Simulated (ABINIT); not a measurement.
## CsPbCl3 (Pm-3m): G0W0 in ABINIT against the bands in the screening

Wanted: the cheapest bands in the screening that holds the gap of CsPbCl3 (Pm-3m).

Method: PBE and many-body steps on it, plane waves, in ABINIT 10.8.3.

## 1. Starting point

The structure is cubic, space group Pm-3m (No. 221). The conventional cell has a = 5.605 Å, b = 5.605 Å, c = 5.605 Å, α = 90.00°, β = 90.00°, γ = 90.00°. Nearest to Cs lie 12 Cl at 3.96 Å. Nearest to Pb lie 6 Cl at 2.80 Å. Cl has 2 Pb at 2.80 Å and 4 Cs at 3.96 Å nearest. Farther neighbours and most contacts between anions are not listed.

The cell and positions come from the Crystallography Open Database and are kept as given unless a step says otherwise. Spin-orbit coupling is left out unless a step names it.

## 2. Screening, 2×2×2 mesh, 30 bands, screening to 130.6 eV

This step: ABINIT 10.8.3; RPA screening on PBE, plane waves, norm-conserving pseudopotentials.

The RPA dielectric matrix is built and inverted for each q.

Input file run.abi:

```
acell 3*1.0 Angstrom
rprim 
  5.605000000000 0.000000000000 0.000000000000
  0.000000000000 5.605000000000 0.000000000000
  0.000000000000 0.000000000000 5.605000000000
ntypat 3
znucl 55 82 17
natom 5
typat 1 2 3 3 3
xred 
  0.000000000000 0.000000000000 0.000000000000
  0.500000000000 0.500000000000 0.500000000000
  0.500000000000 0.500000000000 0.000000000000
  0.000000000000 0.500000000000 0.500000000000
  0.500000000000 0.000000000000 0.500000000000
pp_dirpath "pseudos"
pseudos "Cs.upf, Pb.upf, Cl.upf"
ecut 25
ngkpt 2 2 2
nshiftk 1
shiftk 0 0 0
kptopt 1
chksymbreak 0
istwfk *1
occopt 1
irdwfk 1
optdriver 3
nband 30
ecuteps 4.8
inclvkb 2
awtr 1
symchi 1
indata_prefix "in"
outdata_prefix "out"
tmpdata_prefix "tmp"
```

Run with:

```console
OMP_NUM_THREADS=1 mpirun -n 8 abinit run.abi > log
```

Log:

```text
.Version 10.8.3 of ABINIT. v10.8.2 released Aug 2026.

 Symmetries : space group Pm -3 m (#221); Bravais cP (primitive cubic)
[... echo of the input left out ...]
== DATASET  1 ==================================================================
-   mpi_nproc: 8, omp_nthreads: 1 (-1 if OMP is not activated)

--- !DatasetInfo
iteration_state: {dtset: 1, }
dimensions: {natom: 5, nkpt: 4, mband: 30, nsppol: 1, nspinor: 1, nspden: 1, mpw: 7123, }
cutoff_energies: {ecut:  25.0, pawecutdg:  -1.0, }
electrons: {nelect:   4.40000000E+01, charge:   0.00000000E+00, occopt:   1.00000000E+00, tsmear:   1.00000000E-02, }

 SCREENING: Calculation of the susceptibility and dielectric matrices

 Based on a program developped by R.W. Godby, V. Olevano, G. Onida, and L. Reining.
 Incorporated in ABINIT by V. Olevano, G.-M. Rignanese, and M. Torrent.
.Using double precision arithmetic ; gwpc =  8

[... cell and pseudopotentials left out ...]
--------------------------------------------------------------------------------

 ==== K-mesh for the wavefunctions ====
 Number of points in the irreducible wedge :     4
[... list of points left out ...]
 Together with 48 symmetry operations and time-reversal symmetry
 yields     8 points in the full Brillouin Zone.

 ==== Q-mesh for the screening function ====
 Number of points in the irreducible wedge :     4
[... list of points left out ...]
 Together with 48 symmetry operations and time-reversal symmetry
 yields     8 points in the full Brillouin Zone.

 setmesh: FFT mesh size selected  =    36x   36x   36
          total number of points  =        46656

 vcoul_init : cutoff-mode = AUXILIARY_FUNCTION
 q-points for optical limit:   1
     1)      0.000010    0.000020    0.000030

- screening: taking advantage of time-reversal symmetry
- Maximum band index for partially occupied states nbvw = 22
- Remaining bands to be divided among processors   nbcw = 8
- Number of bands treated by each node ~1

 Number of electrons calculated from density =   44.0000; Expected =   44.0000
 average of density, n =  0.037028
 r_s =    1.8612
 omega_plasma =   18.5618 [eV]

 calculating chi0 at frequencies [eV] :
  1    0.000000E+00    0.000000E+00
  2    0.000000E+00    1.856181E+01

--------------------------------------------------------------------------------
  q-point number  1        q = ( 0.000000, 0.000000, 0.000000) [r.l.u.]
--------------------------------------------------------------------------------
[... chi0 elements left out ...]
 For q-point:  0.000010 0.000020 0.000030
  dielectric constant =   6.7548
  dielectric constant without local fields =   7.5619

  Average fulfillment of the sum rule on Im[epsilon] for q-point    1 :     10.73  [%]
[... wings left out ...]
  q-point number  2        q = ( 0.500000, 0.000000, 0.000000) [r.l.u.]
--------------------------------------------------------------------------------
[... chi0 elements left out ...]
  Average fulfillment of the sum rule on Im[epsilon] for q-point    2 :     19.66  [%]

 [... 2 further q-points ...]
```

Run time: 4 s. Hardware: 8 MPI ranks of AMD EPYC 9R45, shared host; peak memory 1.7 GiB.

Numbers from this step:

* ε∞ with local fields, on this mesh, along the program's q direction: 6.755
* the same without local fields: 7.562
* plasma frequency: 18.56 eV
* plane waves in the screening matrix: 619

Local fields lower ε∞ by 11 %. On a Γ-centred mesh this coarse the value itself is usually too large, while a short band sum pulls it down.

## 3. 30 bands

This step: G0W0 on PBE, plane waves, norm-conserving pseudopotentials.

Edit run.abi of step 2 so:

```diff
@@ -26,8 +26,17 @@
 irdwfk 1
-optdriver 3
-nband 30
+optdriver 4
+nband 154
+gwcalctyp 0
+ecutsigx 25
+symsigma 1
+nkptgw 2
+kptgw 
+  0.5000000000 0.5000000000 0.5000000000
+  0.0000000000 0.0000000000 0.0000000000
+bdgw 
+  19 25
+  20 25
 ecuteps 4.8
-inclvkb 2
-awtr 1
-symchi 1
+irdscr 1
+ppmodel 1
 indata_prefix "in"
```

Log:

```text
.Version 10.8.3 of ABINIT. v10.8.2 released Aug 2026.

 Symmetries : space group Pm -3 m (#221); Bravais cP (primitive cubic)
[... echo of the input left out ...]
== DATASET  1 ==================================================================
-   mpi_nproc: 8, omp_nthreads: 1 (-1 if OMP is not activated)

--- !DatasetInfo
iteration_state: {dtset: 1, }
dimensions: {natom: 5, nkpt: 4, mband: 154, nsppol: 1, nspinor: 1, nspden: 1, mpw: 7123, }
cutoff_energies: {ecut:  25.0, pawecutdg:  -1.0, }
electrons: {nelect:   4.40000000E+01, charge:   0.00000000E+00, occopt:   1.00000000E+00, tsmear:   1.00000000E-02, }

 SIGMA: Calculation of the GW corrections

 Based on a program developped by R.W. Godby, V. Olevano, G. Onida, and L. Reining.
 Incorporated in ABINIT by V. Olevano, G.-M. Rignanese, and M. Torrent.
.Using double precision arithmetic ; gwpc =  8

[... cell and pseudopotentials left out ...]
--------------------------------------------------------------------------------

 ==== K-mesh for the wavefunctions ====
 Number of points in the irreducible wedge :     4
[... list of points left out ...]
 Together with 48 symmetry operations and time-reversal symmetry
 yields     8 points in the full Brillouin Zone.

 ==== Q-mesh for screening function ====
 Number of points in the irreducible wedge :     4
[... list of points left out ...]
 Together with 48 symmetry operations and time-reversal symmetry
 yields     8 points in the full Brillouin Zone.

 vcoul_init : cutoff-mode = AUXILIARY_FUNCTION
 q-points for optical limit:   1
     1)      0.000010    0.000020    0.000030
 setmesh: FFT mesh size selected  =    48x   48x   48
          total number of points  =       110592

 Number of electrons calculated from density =   44.0000; Expected =   44.0000
 average of density, n =  0.037028
 r_s =    1.8612
 omega_plasma =   18.5618 [eV]

 === KS Band Gaps ===
  >>>> For spin  1
   Minimum direct gap =   1.9335 [eV], located at k-point      :   0.5000  0.5000  0.5000
   Fundamental gap    =   1.9335 [eV], Top of valence bands at :   0.5000  0.5000  0.5000
                                       Bottom of conduction at :   0.5000  0.5000  0.5000
 SIGMA fundamental parameters:
 PLASMON POLE MODEL  1
 number of plane-waves for SigmaX                 7123
 number of plane-waves for SigmaC and W            619
 number of plane-waves for wavefunctions          7123
 number of bands                                   154
 number of independent spin polarizations            1
 number of spinorial components                      1
 number of k-points in IBZ                           4
 number of q-points in IBZ                           4
 number of symmetry operations                      48
 number of k-points in BZ                            8
 number of q-points in BZ                            8
 number of frequencies for dSigma/dE                 9
 frequency step for dSigma/dE [eV]                0.25
 number of omega for Sigma on real axis              0
 max omega for Sigma on real axis  [eV]           0.00
 zcut for avoiding poles [eV]                     0.10

 EPSILON^-1 parameters (SCR file):
 dimension of the eps^-1 matrix on file            619
 dimension of the eps^-1 matrix used               619
 number of plane-waves for wavefunctions          7123
 number of bands                                    30
 number of q-points in IBZ                           4
 number of frequencies                               2
 number of real frequencies                          1
 number of imag frequencies                          1

 matrix elements of self-energy operator (all in [eV])

 Perturbative Calculation

--- !SelfEnergy_ee
iteration_state: {dtset: 1, }
kpoint     : [   0.500,    0.500,    0.500, ]
spin       : 1
KS_gap     :    1.933
QP_gap     :    3.414
Delta_QP_KS:    1.480
data: !SigmaeeData |
     Band     E0 <VxcDFT>   SigX SigC(E0)      Z dSigC/dE  Sig(E)    E-E0       E
       19  -0.178 -14.256 -18.504   3.139   0.763  -0.310 -15.103  -0.846  -1.024
       20  -0.178 -14.256 -18.504   3.139   0.763  -0.310 -15.103  -0.846  -1.024
       21  -0.178 -14.256 -18.504   3.139   0.763  -0.310 -15.103  -0.846  -1.024
       22   2.026 -15.396 -17.861   1.925   0.789  -0.268 -15.822  -0.427   1.599
       23   3.959  -9.887  -6.509  -2.086   0.815  -0.226  -8.833   1.054   5.013
       24   3.959  -9.887  -6.509  -2.086   0.815  -0.226  -8.833   1.054   5.013
[...]
--- !SelfEnergy_ee
iteration_state: {dtset: 1, }
kpoint     : [   0.000,    0.000,    0.000, ]
spin       : 1
KS_gap     :    5.875
QP_gap     :    7.777
Delta_QP_KS:    1.902
data: !SigmaeeData |
     Band     E0 <VxcDFT>   SigX SigC(E0)      Z dSigC/dE  Sig(E)    E-E0       E
[...]
23   5.379  -6.339  -2.683  -2.381   0.843  -0.187  -5.265   1.074   6.453
       24   6.319  -6.633  -2.877  -2.296   0.845  -0.183  -5.399   1.233   7.552
       25   6.319  -6.633  -2.877  -2.296   0.845  -0.183  -5.399   1.233   7.552

== END DATASET(S) ==============================================================
================================================================================

 -outvars: echo values of variables after computation  --------
           etotal      0.0000000000E+00
            nband         154
             nkpt           4
          spgroup         221
 [... the other variables as echoed above ...]

 Calculation completed.
```

Run time: 16 s. Hardware: 8 MPI ranks; peak memory 2.4 GiB.

Numbers from this step:

| Quantity | Value |
| --- | --- |
| G0W0 gap on the points computed | 3.414 eV |
| starting gap on the mesh | 1.933 eV |
| k of the valence top | 0.5, 0.5, 0.5 |
| k of the conduction bottom | 0.5, 0.5, 0.5 |
| Z at the valence top | 0.789 |
| Z at the conduction bottom | 0.815 |
| least direct G0W0 gap on the computed points | 3.414 eV |

## 4. Screening, 2×2×2 mesh, 52 bands, screening to 130.6 eV

This step: RPA screening on PBE, plane waves, norm-conserving pseudopotentials.

Edit run.abi of step 3 so:

```diff
@@ -26,17 +26,8 @@
 irdwfk 1
-optdriver 4
-nband 154
-gwcalctyp 0
-ecutsigx 25
-symsigma 1
-nkptgw 2
-kptgw 
-  0.5000000000 0.5000000000 0.5000000000
-  0.0000000000 0.0000000000 0.0000000000
-bdgw 
-  19 25
-  20 25
+optdriver 3
+nband 52
 ecuteps 4.8
-irdscr 1
-ppmodel 1
+inclvkb 2
+awtr 1
+symchi 1
 indata_prefix "in"
```

Log:

```text
.Version 10.8.3 of ABINIT. v10.8.2 released Aug 2026.

 Symmetries : space group Pm -3 m (#221); Bravais cP (primitive cubic)
[... echo of the input left out ...]
== DATASET  1 ==================================================================
-   mpi_nproc: 8, omp_nthreads: 1 (-1 if OMP is not activated)

--- !DatasetInfo
iteration_state: {dtset: 1, }
dimensions: {natom: 5, nkpt: 4, mband: 52, nsppol: 1, nspinor: 1, nspden: 1, mpw: 7123, }
cutoff_energies: {ecut:  25.0, pawecutdg:  -1.0, }
electrons: {nelect:   4.40000000E+01, charge:   0.00000000E+00, occopt:   1.00000000E+00, tsmear:   1.00000000E-02, }

 SCREENING: Calculation of the susceptibility and dielectric matrices

 Based on a program developped by R.W. Godby, V. Olevano, G. Onida, and L. Reining.
 Incorporated in ABINIT by V. Olevano, G.-M. Rignanese, and M. Torrent.
.Using double precision arithmetic ; gwpc =  8

[... cell and pseudopotentials left out ...]
--------------------------------------------------------------------------------

 ==== K-mesh for the wavefunctions ====
 Number of points in the irreducible wedge :     4
[... list of points left out ...]
 Together with 48 symmetry operations and time-reversal symmetry
 yields     8 points in the full Brillouin Zone.

 ==== Q-mesh for the screening function ====
 Number of points in the irreducible wedge :     4
[... list of points left out ...]
 Together with 48 symmetry operations and time-reversal symmetry
 yields     8 points in the full Brillouin Zone.

 setmesh: FFT mesh size selected  =    36x   36x   36
          total number of points  =        46656

 vcoul_init : cutoff-mode = AUXILIARY_FUNCTION
 q-points for optical limit:   1
     1)      0.000010    0.000020    0.000030

- screening: taking advantage of time-reversal symmetry
- Maximum band index for partially occupied states nbvw = 22
- Remaining bands to be divided among processors   nbcw = 30
- Number of bands treated by each node ~3

 Number of electrons calculated from density =   44.0000; Expected =   44.0000
 average of density, n =  0.037028
 r_s =    1.8612
 omega_plasma =   18.5618 [eV]

 calculating chi0 at frequencies [eV] :
  1    0.000000E+00    0.000000E+00
  2    0.000000E+00    1.856181E+01

--------------------------------------------------------------------------------
  q-point number  1        q = ( 0.000000, 0.000000, 0.000000) [r.l.u.]
--------------------------------------------------------------------------------
[... chi0 elements left out ...]
 For q-point:  0.000010 0.000020 0.000030
  dielectric constant =   7.0987
  dielectric constant without local fields =   8.1714

  Average fulfillment of the sum rule on Im[epsilon] for q-point    1 :     31.53  [%]
[... wings left out ...]
  q-point number  2        q = ( 0.500000, 0.000000, 0.000000) [r.l.u.]
--------------------------------------------------------------------------------
[... chi0 elements left out ...]
  Average fulfillment of the sum rule on Im[epsilon] for q-point    2 :     44.07  [%]

 [... 2 further q-points ...]
```

Wall time 6.2 s (8 MPI ranks); peak memory 1.7 GiB.

This step gave:

```
ε∞ with local fields, on this mesh, along the program's q direction : 7.099
the same without local fields                                       : 8.171
plasma frequency                                                    : 18.56 eV
plane waves in the screening matrix                                 : 619
```

## 5. 52 bands

The self-energy is evaluated for the states that the input lists, and the levels follow from it, in one-shot runs by the linearised quasiparticle equation.

This step: G0W0 on PBE, plane waves, norm-conserving pseudopotentials.

Edit run.abi of step 4 so:

```diff
@@ -26,8 +26,17 @@
 irdwfk 1
-optdriver 3
-nband 52
+optdriver 4
+nband 154
+gwcalctyp 0
+ecutsigx 25
+symsigma 1
+nkptgw 2
+kptgw 
+  0.5000000000 0.5000000000 0.5000000000
+  0.0000000000 0.0000000000 0.0000000000
+bdgw 
+  19 25
+  20 25
 ecuteps 4.8
-inclvkb 2
-awtr 1
-symchi 1
+irdscr 1
+ppmodel 1
 indata_prefix "in"
```

Log:

```text
.Version 10.8.3 of ABINIT. v10.8.2 released Aug 2026.

 Symmetries : space group Pm -3 m (#221); Bravais cP (primitive cubic)
[... echo of the input left out ...]
== DATASET  1 ==================================================================
-   mpi_nproc: 8, omp_nthreads: 1 (-1 if OMP is not activated)

--- !DatasetInfo
iteration_state: {dtset: 1, }
dimensions: {natom: 5, nkpt: 4, mband: 154, nsppol: 1, nspinor: 1, nspden: 1, mpw: 7123, }
cutoff_energies: {ecut:  25.0, pawecutdg:  -1.0, }
electrons: {nelect:   4.40000000E+01, charge:   0.00000000E+00, occopt:   1.00000000E+00, tsmear:   1.00000000E-02, }

 SIGMA: Calculation of the GW corrections

 Based on a program developped by R.W. Godby, V. Olevano, G. Onida, and L. Reining.
 Incorporated in ABINIT by V. Olevano, G.-M. Rignanese, and M. Torrent.
.Using double precision arithmetic ; gwpc =  8

[... cell and pseudopotentials left out ...]
--------------------------------------------------------------------------------

 ==== K-mesh for the wavefunctions ====
 Number of points in the irreducible wedge :     4
[... list of points left out ...]
 Together with 48 symmetry operations and time-reversal symmetry
 yields     8 points in the full Brillouin Zone.

 ==== Q-mesh for screening function ====
 Number of points in the irreducible wedge :     4
[... list of points left out ...]
 Together with 48 symmetry operations and time-reversal symmetry
 yields     8 points in the full Brillouin Zone.

 vcoul_init : cutoff-mode = AUXILIARY_FUNCTION
 q-points for optical limit:   1
     1)      0.000010    0.000020    0.000030
 setmesh: FFT mesh size selected  =    48x   48x   48
          total number of points  =       110592

 Number of electrons calculated from density =   44.0000; Expected =   44.0000
[...]
number of omega for Sigma on real axis              0
 max omega for Sigma on real axis  [eV]           0.00
 zcut for avoiding poles [eV]                     0.10

 EPSILON^-1 parameters (SCR file):
 dimension of the eps^-1 matrix on file            619
 dimension of the eps^-1 matrix used               619
 number of plane-waves for wavefunctions          7123
 number of bands                                    52
 number of q-points in IBZ                           4
 number of frequencies                               2
 number of real frequencies                          1
 number of imag frequencies                          1

 matrix elements of self-energy operator (all in [eV])

 Perturbative Calculation

--- !SelfEnergy_ee
iteration_state: {dtset: 1, }
kpoint     : [   0.500,    0.500,    0.500, ]
spin       : 1
KS_gap     :    1.933
QP_gap     :    3.149
Delta_QP_KS:    1.215
data: !SigmaeeData |
     Band     E0 <VxcDFT>   SigX SigC(E0)      Z dSigC/dE  Sig(E)    E-E0       E
       19  -0.178 -14.256 -18.504   3.246   0.766  -0.306 -15.024  -0.767  -0.945
       20  -0.178 -14.256 -18.504   3.246   0.766  -0.306 -15.024  -0.767  -0.945
       21  -0.178 -14.256 -18.504   3.246   0.766  -0.306 -15.024  -0.767  -0.945
[...]
--- !SelfEnergy_ee
iteration_state: {dtset: 1, }
kpoint     : [   0.000,    0.000,    0.000, ]
spin       : 1
KS_gap     :    5.875
QP_gap     :    7.196
Delta_QP_KS:    1.321
data: !SigmaeeData |
     Band     E0 <VxcDFT>   SigX SigC(E0)      Z dSigC/dE  Sig(E)    E-E0       E
[...]
24   6.319  -6.633  -2.877  -2.857   0.844  -0.186  -5.874   0.758   7.077
       25   6.319  -6.633  -2.877  -2.857   0.844  -0.186  -5.874   0.758   7.077

== END DATASET(S) ==============================================================
================================================================================

 -outvars: echo values of variables after computation  --------
           etotal      0.0000000000E+00
            nband         154
             nkpt           4
          spgroup         221
 [... the other variables as echoed above ...]

 Calculation completed.
```

It took 16 s on 8 MPI ranks; peak memory 2.4 GiB.

This step gave:

```
G0W0 gap on the points computed              : 3.149 eV
starting gap on the mesh                     : 1.933 eV
k of the valence top                         : 0.5, 0.5, 0.5
k of the conduction bottom                   : 0.5, 0.5, 0.5
Z at the valence top                         : 0.79
Z at the conduction bottom                   : 0.821
least direct G0W0 gap on the computed points : 3.149 eV
```

The gap on the mesh goes from 1.93 eV to 3.15 eV, a correction of +1.22 eV.

[end of part 1 of 2]

[Paths, hosts, dates, memory and timing lines, banners, echoed tables and standing remarks are left out of the program output.]

[Logs are printed without paths, hosts, clocks, repeated set-up lines and the standing remarks that a program may print on its own settings, such as how far it seeks lower states.]

[Runs of the session that timed out or met a known fault of the program may be left out.]

[Hosts, paths, dates, database ids (printed as entryN), source tags and the programs' standing remarks are cut or masked in the printed files.]

[G0W0 gaps are taken among the corrected bands and points alone; a level outside them can change the order at an edge.]

[Where Ansatz stands beside ABINIT at settings called matched, ABINIT's density can come from a denser mesh and the files from another edition; pairs whose starting gaps differed by over 0.03 eV were left out, so agreement reads better than it is.]
